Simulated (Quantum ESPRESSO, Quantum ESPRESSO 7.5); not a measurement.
# Cl on fcc sites of Ru(0001): a series in the coverage

Aim: how the results for Cl on fcc sites of Ru(0001) change with the coverage.

Calculated with Quantum ESPRESSO 7.5; plane-wave DFT, PBE, GBRV ultrasoft pseudopotentials.

Report form: the programs' logs are mostly left out.

## 1. The starting structure

Symmetry: P6_3/mmc, No. 194, hexagonal system. The conventional cell has a = 2.700 Å, b = 2.700 Å, c = 4.277 Å, α = 90.00°, β = 90.00°, γ = 120.00°. Ru has 12 Ru at 2.65 to 2.70 Å nearest.

Set-up: Slabs of 3 layers, covered on the upper face; adsorbates and the top layer relax in a periodic cell, the rest is held (the clean slab relaxes both outer layers); a run under open boundaries (ESM, bc1) gives both vacuum levels. Cells of one to 9 surface sites carry the coverages, on meshes of like density; cold smearing of 0.02 Ry. The slabs take the lattice constants of the bulk relaxed by the same program.

Members 0.1667, 0.25, 0.3333, 0.5 and 0.6667 took the same steps and show in the table alone.

This run has no spin polarisation although its electron count is odd. A spin-polarised state was not tried and may lie lower.

## 2. Relaxing cell and ions of the reference

The bulk crystal is relaxed in cell and atoms; the members are built on its lattice constants.

ref.vc.in reads:

```
&control
  prefix = 'ref.vc'
  outdir = './out'
  pseudo_dir = './pseudo'
  nstep = 40
  forc_conv_thr = 0.0003
  calculation = 'vc-relax'
/
&system
  ibrav = 0
  nat = 2
  ntyp = 1
  ecutwfc = 50
  ecutrho = 250
  occupations = 'smearing'
  smearing = 'mv'
  degauss = 0.02
/
&electrons
  conv_thr = 1e-09
  mixing_beta = 0.4
  electron_maxstep = 120
/
&ions
/
&cell
  press_conv_thr = 0.3
/
ATOMIC_SPECIES
  Ru  101.0700  ru_pbe_v1.2.uspp.F.UPF
CELL_PARAMETERS angstrom
  2.70000000000000 0.00000000000000 0.00000000000000
  -1.35000000000000 2.33826859021798 0.00000000000000
  0.00000000000000 0.00000000000000 4.27680000000000
ATOMIC_POSITIONS crystal
  Ru  0.333333333333 0.666666666667 0.250000000000
  Ru  0.666666666667 0.333333333333 0.750000000000
K_POINTS automatic
  17 17 10 0 0 0
```

Command:

```sh
OMP_NUM_THREADS=1 mpirun -n 8 pw.x -nk 8 -in ref.vc.in > ref.vc.out
```

The job ended after 41 s (8 MPI ranks of Arm Neoverse V1, shared host; peak memory 0.49 GiB; 5.5 min of CPU time).

The steps of the relaxation:

| step | energy less that of the first step (eV) | largest force (eV/Å) | volume (Å³) |
| --- | --- | --- | --- |
| 1 | 0.0000 | 0.0000 | 27.00 |
| 2 | -0.0055 | 0.0000 | 27.81 |
| 3 | -0.0091 | 0.0000 | 27.50 |
| 4 | -0.0091 | 0.0000 | 27.49 |
| 5 | -0.0093 | 0.0000 | 27.49 |

| conventional cell, symmetrised | before | after | change |
| --- | --- | --- | --- |
| a (Å) | 2.700 | 2.720 | +0.7 % |
| b (Å) | 2.700 | 2.720 | +0.7 % |
| c (Å) | 4.277 | 4.289 | +0.3 % |
| volume (Å³/atom) | 13.50 | 13.74 | +1.8 % |

Final coordinates:

```cif
data_structure
_symmetry_space_group_name_H-M 'P 1'
_symmetry_Int_Tables_number 1
_cell_length_a 2.7202
_cell_length_b 2.7202
_cell_length_c 4.2894
_cell_angle_alpha 90.000
_cell_angle_beta 90.000
_cell_angle_gamma 120.000
_cell_volume 27.49
loop_
_atom_site_label
_atom_site_type_symbol
_atom_site_fract_x
_atom_site_fract_y
_atom_site_fract_z
_atom_site_occupancy
Ru1 Ru 0.33333 0.66667 0.25000 1
Ru2 Ru 0.66667 0.33333 0.75000 1
```

 The last row is no step: it is a fresh SCF in the final cell with a new plane-wave basis, -0 meV from the row before.

Numbers from this step:

* free energy: -5286.0542 eV
* Fermi energy: 23.42 eV

## 3. Ground state of the reference

A bulk run at that cell gives the reference energy and levels.

ref.bulk.in reads:

```
&control
  prefix = 'ref.bulk'
  outdir = './out'
  pseudo_dir = './pseudo'
  calculation = 'scf'
  tprnfor = .true.
/
&system
  ibrav = 0
  nat = 2
  ntyp = 1
  ecutwfc = 40
  ecutrho = 200
  occupations = 'smearing'
  smearing = 'mv'
  degauss = 0.02
/
&electrons
  conv_thr = 1e-09
  mixing_beta = 0.4
  electron_maxstep = 120
/
ATOMIC_SPECIES
  Ru  101.0700  ru_pbe_v1.2.uspp.F.UPF
CELL_PARAMETERS angstrom
  2.72024409300000 0.00000000000000 0.00000000000000
  -1.36012204700000 2.35580048900000 0.00000000000000
  0.00000000000000 0.00000000000000 4.28939302000000
ATOMIC_POSITIONS crystal
  Ru  0.333333333300 0.666666666700 0.250000000000
  Ru  0.666666666700 0.333333333300 0.750000000000
K_POINTS automatic
  17 17 10 0 0 0
```

Command:

```sh
OMP_NUM_THREADS=1 mpirun -n 8 pw.x -nk 8 -in ref.bulk.in > ref.bulk.out
```

It took 8.7 s on 8 MPI ranks; peak memory 0.43 GiB; 68 s of CPU time.

Read from the output:

| Quantity | Value |
| --- | --- |
| free energy | -5286.0491 eV |

## 4. Relaxing the ions of the reference

The free molecule gives the reference for adsorption energies.

System of this step: Cl2 molecule in a box. The cell holds 2 atoms: 2 Cl. Cell: a = 11.000 Å, b = 11.500 Å, c = 13.000 Å, α = 90.0°, β = 90.0°, γ = 90.0°. Vacuum lies along a, b and c.

ref.gas.in reads:

```
&control
  prefix = 'ref.gas'
  outdir = './out'
  pseudo_dir = './pseudo'
  nstep = 40
  forc_conv_thr = 0.001
  calculation = 'relax'
/
&system
  ibrav = 0
  nat = 2
  ntyp = 1
  ecutwfc = 40
  ecutrho = 200
  occupations = 'smearing'
  smearing = 'gaussian'
  degauss = 0.002
/
&electrons
  conv_thr = 1e-07
  mixing_beta = 0.4
  electron_maxstep = 120
/
&ions
/
ATOMIC_SPECIES
  Cl  35.4500  cl_pbe_v1.4.uspp.F.UPF
CELL_PARAMETERS angstrom
  11.00000000000000 0.00000000000000 0.00000000000000
  0.00000000000000 11.50000000000000 0.00000000000000
  0.00000000000000 0.00000000000000 13.00000000000000
ATOMIC_POSITIONS crystal
  Cl  0.500000000000 0.500000000000 0.423076923077
  Cl  0.500000000000 0.500000000000 0.576923076923
K_POINTS automatic
  1 1 1 0 0 0
```

Command:

```sh
OMP_NUM_THREADS=1 mpirun -n 8 pw.x -nk 1 -in ref.gas.in > ref.gas.out
```

Run time: 11 s. Hardware: 8 MPI ranks; peak memory 2.2 GiB; 89 s of CPU time.

Hardly anything moved in the relaxation; the energy changed by under 0.2 meV an atom.

This step gave:

- free energy: -905.7945 eV
- Fermi energy: -5.156 eV

## 5. Relaxation with pw.x, 0 ML

What the set-up leaves free in this member is relaxed.

System of this step: Ru(0001), 3 layers, 1 sites a cell. The cell holds 3 atoms: 3 Ru. Its edges and angles: a = 2.720 Å, b = 2.720 Å, c = 18.331 Å, α = 90.0°, β = 90.0°, γ = 60.0°. It derives from Ru. Vacuum lies along c.

m0.relax.in reads:

```
&control
  prefix = 'm0.relax'
  outdir = './out'
  pseudo_dir = './pseudo'
  nstep = 70
  forc_conv_thr = 0.0015
  calculation = 'relax'
/
&system
  ibrav = 0
  nat = 3
  ntyp = 1
  ecutwfc = 40
  ecutrho = 200
  occupations = 'smearing'
  smearing = 'mv'
  degauss = 0.02
/
&electrons
  conv_thr = 1e-07
  mixing_beta = 0.3
  electron_maxstep = 120
  mixing_mode = 'local-TF'
/
&ions
/
ATOMIC_SPECIES
  Ru  101.0700  ru_pbe_v1.2.uspp.F.UPF
CELL_PARAMETERS angstrom
  2.72024409300000 0.00000000000000 0.00000000000000
  1.36012204650000 2.35580048903256 0.00000000000000
  0.00000000000000 0.00000000000000 18.33061596238683
ATOMIC_POSITIONS crystal
  Ru  0.000000000000 0.000000000000 0.382999212116
  Ru  0.666666666700 0.666666666700 0.500000000000 0 0 0
  Ru  0.000000000000 0.000000000000 0.617000787884
K_POINTS automatic
  9 9 1 0 0 0
```

Command:

```sh
OMP_NUM_THREADS=1 mpirun -n 8 pw.x -nk 4 -in m0.relax.in > m0.relax.out
```

It took 31 s on 8 MPI ranks; peak memory 0.53 GiB; 4.2 min of CPU time.

The steps of the relaxation:

| step | energy less that of the first step (eV) | largest force (eV/Å) |
| --- | --- | --- |
| 1 | 0.0000 | 0.8884 |
| 2 | -0.0290 | 0.6851 |
| 3 | -0.0520 | 0.4502 |
| 4 | -0.0678 | 0.0623 |
| 5 | -0.0680 | 0.0026 |

The atoms that moved most (Å):

| atom | dx | dy | dz | length |
| --- | --- | --- | --- | --- |
| Ru1 | 0.000 | 0.000 | 0.073 | 0.073 |
| Ru3 | 0.000 | 0.000 | -0.073 | 0.073 |

Final coordinates:

```xyz
3
Lattice="2.7202 0.0000 0.0000 1.3601 2.3558 0.0000 0.0000 0.0000 18.3306" Properties=species:S:1:pos:R:3
Ru    0.0000    0.0000    7.0940
Ru    2.7202    1.5705    9.1653
Ru    0.0000    0.0000   11.2366
```

The relaxation lowers the energy by 23 meV an atom. On the free atoms the largest force ends at 0.003 eV/Å.

This step gave:

- free energy: -7927.0654 eV
- Fermi energy: 5.149 eV

## 6. Self-consistent run, 0 ML

A run under open boundaries on these atoms gives the vacuum levels.

m0.esm.in reads:

```
&control
  prefix = 'm0.esm'
  outdir = './out'
  pseudo_dir = './pseudo'
  calculation = 'scf'
  tprnfor = .true.
/
&system
  ibrav = 0
  nat = 3
  ntyp = 1
  ecutwfc = 40
  ecutrho = 200
  occupations = 'smearing'
  smearing = 'mv'
  degauss = 0.02
  assume_isolated = 'esm'
  esm_bc = 'bc1'
/
&electrons
  conv_thr = 1e-07
  mixing_beta = 0.25
  electron_maxstep = 160
  mixing_mode = 'local-TF'
  mixing_ndim = 12
/
ATOMIC_SPECIES
  Ru  101.0700  ru_pbe_v1.2.uspp.F.UPF
CELL_PARAMETERS angstrom
  2.72024409300000 0.00000000000000 0.00000000000000
  1.36012204650000 2.35580048903256 0.00000000000000
  0.00000000000000 0.00000000000000 18.33061596238683
ATOMIC_POSITIONS crystal
  Ru  0.000000000000 0.000000000000 -0.112995929200
  Ru  0.666666666700 0.666666666700 0.000000000000
  Ru  0.000000000000 0.000000000000 0.112995929200
K_POINTS automatic
  9 9 1 0 0 0
```

Command:

```sh
OMP_NUM_THREADS=1 mpirun -n 8 pw.x -nk 4 -in m0.esm.in > m0.esm.out
```

The job ended after 16 s (8 MPI ranks; peak memory 0.55 GiB).

This step gave:

| Property | Result |
| --- | --- |
| free energy | -7927.0655 eV |
| Fermi energy | -4.945 eV |
| vacuum line at the lower end of the cell, over the Fermi level | 4.945 eV |
| vacuum line at the upper end of the cell, over the Fermi level | 4.945 eV |

Electrostatic potential energy of an electron; zero at the Fermi level. The potential energy, planar mean by z:

| z (Å) | potential energy, planar mean (eV) |
| --- | --- |
| -9.0 | 4.94 |
| -8.5 | 4.95 |
| -8.0 | 4.94 |
| -7.5 | 4.94 |
| -7.0 | 4.94 |
| -6.5 | 4.94 |
| -6.0 | 4.94 |
| -5.5 | 4.93 |
| -5.0 | 4.90 |
| -4.5 | 4.80 |
| -4.0 | 4.44 |
| -3.5 | 3.19 |
| -3.0 | -1.22 |
| -2.5 | -21.9 |
| -2.0 | -46.5 |
| -1.5 | -12.4 |
| -1.0 | -2.82 |
| -0.5 | -17.5 |
| 0.0 | -48.7 |
| 0.5 | -17.5 |
| 1.0 | -2.82 |
| 1.5 | -12.4 |
| 2.0 | -46.5 |
| 2.5 | -21.9 |
| 3.0 | -1.22 |
| 3.5 | 3.19 |
| 4.0 | 4.44 |
| 4.5 | 4.80 |
| 5.0 | 4.90 |
| 5.5 | 4.93 |
| 6.0 | 4.94 |
| 6.5 | 4.94 |
| 7.0 | 4.94 |
| 7.5 | 4.94 |
| 8.0 | 4.94 |
| 8.5 | 4.95 |
| 9.0 | 4.94 |

The vacuum levels are read from the outermost 0.7 Å of the cell on either side.

Inside the slab this potential holds the local part of the pseudopotentials, which can be repulsive at the nuclei; only its value in the vacuum has a meaning of its own.

## 7. Relaxing the ions, 0.1111 ML

System of this step: Ru(0001), 3 layers, 9 sites a cell, 1 Cl on fcc sites. The cell holds 28 atoms: 27 Ru and 1 Cl. Cell: a = 8.161 Å, b = 8.161 Å, c = 20.265 Å, α = 90.0°, β = 90.0°, γ = 60.0°. It derives from Ru. Vacuum lies along c.

m1.relax.in reads:

```
&control
  prefix = 'm1.relax'
  outdir = './out'
  pseudo_dir = './pseudo'
  nstep = 70
  forc_conv_thr = 0.0015
  calculation = 'relax'
/
&system
  ibrav = 0
  nat = 28
  ntyp = 2
  ecutwfc = 40
  ecutrho = 200
  occupations = 'smearing'
  smearing = 'mv'
  degauss = 0.02
/
&electrons
  conv_thr = 1e-07
  mixing_beta = 0.3
  electron_maxstep = 120
  mixing_mode = 'local-TF'
/
&ions
/
ATOMIC_SPECIES
  Ru  101.0700  ru_pbe_v1.2.uspp.F.UPF
  Cl  35.4500  cl_pbe_v1.4.uspp.F.UPF
CELL_PARAMETERS angstrom
  8.16073227900000 0.00000000000000 0.00000000000000
  4.08036613950000 7.06740146709768 0.00000000000000
  0.00000000000000 0.00000000000000 20.26512925028532
ATOMIC_POSITIONS crystal
  Ru  0.888888888900 0.888888888900 0.346438030791 0 0 0
  Ru  0.888888888900 0.222222222200 0.346438030791 0 0 0
  Ru  0.888888888900 0.555555555600 0.346438030791 0 0 0
  Ru  0.222222222200 0.888888888900 0.346438030791 0 0 0
  Ru  0.222222222200 0.222222222200 0.346438030791 0 0 0
  Ru  0.222222222200 0.555555555600 0.346438030791 0 0 0
  Ru  0.555555555600 0.888888888900 0.346438030791 0 0 0
  Ru  0.555555555600 0.222222222200 0.346438030791 0 0 0
[... 16 atom lines left out ...]
  Ru  0.555555555600 0.888888888900 0.558101769375
  Ru  0.555555555600 0.222222222200 0.558101769375
  Ru  0.555555555600 0.555555555600 0.558101769375
  Cl  0.000000000000 0.000000000000 0.653561969209
K_POINTS automatic
  3 3 1 0 0 0
```

Command:

```sh
OMP_NUM_THREADS=1 mpirun -n 8 pw.x -nk 1 -in m1.relax.in > m1.relax.out
```

The job ended after 36 min (8 MPI ranks; peak memory 3.1 GiB).

Relaxation path:

| step | energy less that of the first step (eV) | largest force (eV/Å) |
| --- | --- | --- |
| 1 | 0.0000 | 1.0508 |
| 2 | -0.1489 | 0.8359 |
| 3 | -0.2732 | 0.5830 |
| 4 | -0.3771 | 0.2298 |
| 5 | -0.3901 | 0.2337 |
| 6 | -0.3915 | 0.2005 |
| 7 | -0.3927 | 0.1656 |
| 8 | -0.3939 | 0.1137 |
| 9 | -0.3949 | 0.0362 |

The atoms that moved most (Å):

| atom | dx | dy | dz | length |
| --- | --- | --- | --- | --- |
| Ru26 | -0.022 | 0.013 | -0.092 | 0.096 |
| Ru23 | 0.022 | 0.013 | -0.092 | 0.096 |
| Ru24 | 0.000 | -0.025 | -0.092 | 0.096 |
| Ru27 | -0.005 | -0.003 | -0.092 | 0.092 |
| Ru25 | 0.000 | 0.006 | -0.092 | 0.092 |
| Ru21 | 0.005 | -0.003 | -0.092 | 0.092 |
| Ru19 | -0.004 | -0.003 | -0.078 | 0.078 |
| Ru20 | 0.000 | 0.005 | -0.078 | 0.078 |

The relaxation lowers the energy by 14 meV an atom. On the free atoms the largest force ends at 0.036 eV/Å.

This step gave:

| Quantity | Value |
| --- | --- |
| free energy | -71798.5286 eV |
| Fermi energy | 4.372 eV |

## 8. Self-consistent run, 0.1111 ML

m1.esm.in reads:

```
&control
  prefix = 'm1.esm'
  outdir = './out'
  pseudo_dir = './pseudo'
  calculation = 'scf'
  tprnfor = .true.
/
&system
  ibrav = 0
  nat = 28
  ntyp = 2
  ecutwfc = 40
  ecutrho = 200
  occupations = 'smearing'
  smearing = 'mv'
  degauss = 0.02
  assume_isolated = 'esm'
  esm_bc = 'bc1'
/
&electrons
  conv_thr = 1e-07
  mixing_beta = 0.25
  electron_maxstep = 160
  mixing_mode = 'local-TF'
  mixing_ndim = 12
/
ATOMIC_SPECIES
  Ru  101.0700  ru_pbe_v1.2.uspp.F.UPF
  Cl  35.4500  cl_pbe_v1.4.uspp.F.UPF
CELL_PARAMETERS angstrom
  8.16073227900000 0.00000000000000 0.00000000000000
  4.08036613950000 7.06740146709768 0.00000000000000
  0.00000000000000 0.00000000000000 20.26512925028532
ATOMIC_POSITIONS crystal
  Ru  0.888888888900 0.888888888900 -0.152422144800
  Ru  0.888888888900 0.222222222200 -0.152422144800
  Ru  0.888888888900 0.555555555600 -0.152422144800
  Ru  0.222222222200 0.888888888900 -0.152422144800
  Ru  0.222222222200 0.222222222200 -0.152422144800
  Ru  0.222222222200 0.555555555600 -0.152422144800
  Ru  0.555555555600 0.888888888900 -0.152422144800
  Ru  0.555555555600 0.222222222200 -0.152422144800
[... 16 atom lines left out ...]
  Ru  0.555136313900 0.889727372300 0.054709039500
  Ru  0.551971228200 0.224014385900 0.054689775000
  Ru  0.555136313900 0.555136313900 0.054709039500
  Cl  0.000000000000 0.000000000000 0.152422144800
K_POINTS automatic
  3 3 1 0 0 0
```

Command:

```sh
OMP_NUM_THREADS=1 mpirun -n 8 pw.x -nk 1 -in m1.esm.in > m1.esm.out
```

It took 11 min on 8 MPI ranks; peak memory 3 GiB; 1.5 h of CPU time.

Numbers from this step:

```
free energy                                                    : -71798.5283 eV
Fermi energy                                                   : -4.931 eV
vacuum line at the lower end of the cell, over the Fermi level : 5.016 eV
vacuum line at the upper end of the cell, over the Fermi level : 4.846 eV
```

Inside the slab this potential holds the local part of the pseudopotentials, which can be repulsive at the nuclei; only its value in the vacuum has a meaning of its own.

## 9. Relaxing the ions, 0.75 ML

System of this step: Ru(0001), 3 layers, 4 sites a cell, 3 Cl on fcc sites. The cell holds 15 atoms: 12 Ru and 3 Cl. Its edges and angles: a = 5.440 Å, b = 5.440 Å, c = 20.265 Å, α = 90.0°, β = 90.0°, γ = 60.0°. It derives from Ru. Vacuum lies along c.

m7.relax.in reads:

```
&control
  prefix = 'm7.relax'
  outdir = './out'
  pseudo_dir = './pseudo'
  nstep = 70
  forc_conv_thr = 0.0015
  calculation = 'relax'
/
&system
  ibrav = 0
  nat = 15
  ntyp = 2
  ecutwfc = 40
  ecutrho = 200
  occupations = 'smearing'
  smearing = 'mv'
  degauss = 0.02
/
&electrons
  conv_thr = 1e-07
  mixing_beta = 0.3
  electron_maxstep = 120
  mixing_mode = 'local-TF'
/
&ions
/
ATOMIC_SPECIES
  Ru  101.0700  ru_pbe_v1.2.uspp.F.UPF
  Cl  35.4500  cl_pbe_v1.4.uspp.F.UPF
CELL_PARAMETERS angstrom
  5.44048818600000 0.00000000000000 0.00000000000000
  2.72024409300000 4.71160097806512 0.00000000000000
  0.00000000000000 0.00000000000000 20.26512925028532
ATOMIC_POSITIONS crystal
  Ru  0.833333333300 0.333333333300 0.346438030791 0 0 0
  Ru  0.333333333300 0.833333333300 0.346438030791 0 0 0
  Ru  0.333333333300 0.333333333300 0.346438030791 0 0 0
  Ru  0.833333333300 0.833333333300 0.346438030791 0 0 0
  Ru  0.166666666700 0.666666666700 0.452269900083 0 0 0
  Ru  0.666666666700 0.166666666700 0.452269900083 0 0 0
  Ru  0.666666666700 0.666666666700 0.452269900083 0 0 0
  Ru  0.166666666700 0.166666666700 0.452269900083 0 0 0
  Ru  0.833333333300 0.333333333300 0.558101769375
  Ru  0.333333333300 0.833333333300 0.558101769375
  Ru  0.333333333300 0.333333333300 0.558101769375
  Ru  0.833333333300 0.833333333300 0.558101769375
  Cl  0.000000000000 0.500000000000 0.653561969209
  Cl  0.500000000000 0.000000000000 0.653561969209
  Cl  0.500000000000 0.500000000000 0.653561969209
K_POINTS automatic
  5 5 1 0 0 0
```

Command:

```sh
OMP_NUM_THREADS=1 mpirun -n 8 pw.x -nk 2 -in m7.relax.in > m7.relax.out
```

It took 12 min on 8 MPI ranks; peak memory 1.4 GiB; 1.6 h of CPU time.

Step by step:

| step | energy less that of the first step (eV) | largest force (eV/Å) |
| --- | --- | --- |
| 1 | 0.0000 | 0.8920 |
| 2 | -0.0572 | 0.6443 |
| 3 | -0.0980 | 0.3896 |
| 4 | -0.1237 | 0.2410 |
| 5 | -0.1280 | 0.2205 |
| 6 | -0.1320 | 0.1875 |
| 7 | -0.1365 | 0.1339 |
| 8 | -0.1399 | 0.0508 |
| 9 | -0.1403 | 0.0458 |
| 10 | -0.1405 | 0.0355 |

The atoms that moved most (Å):

| atom | dx | dy | dz | length |
| --- | --- | --- | --- | --- |
| Ru12 | -0.007 | -0.004 | -0.083 | 0.084 |
| Ru9 | 0.000 | 0.008 | -0.083 | 0.084 |
| Ru10 | 0.007 | -0.004 | -0.083 | 0.084 |
| Ru11 | 0.000 | 0.000 | -0.071 | 0.071 |
| Cl15 | -0.006 | -0.003 | -0.045 | 0.046 |
| Cl14 | 0.000 | 0.007 | -0.045 | 0.046 |
| Cl13 | 0.006 | -0.003 | -0.045 | 0.046 |

The relaxation lowers the energy by 9 meV an atom. On the free atoms the largest force ends at 0.036 eV/Å.

Numbers from this step:

| Item | Value |
| --- | --- |
| free energy | -33068.9754 eV |
| Fermi energy | 5.266 eV |

(Part 1 of 2 ends here.)

[Logs are printed without paths, hosts, clocks, repeated set-up lines and the standing remarks that a program may print on its own settings, such as how far it seeks lower states.]

[Hosts, paths, dates, database ids (printed as entryN), source tags and the programs' standing remarks are cut or masked in the printed files.]

[Maps of the electrostatic potential energy from Ansatz leave out the sawtooth potential of an applied field or a dipole correction, so their vacuum need not be flat; planar profiles and work functions include it.]
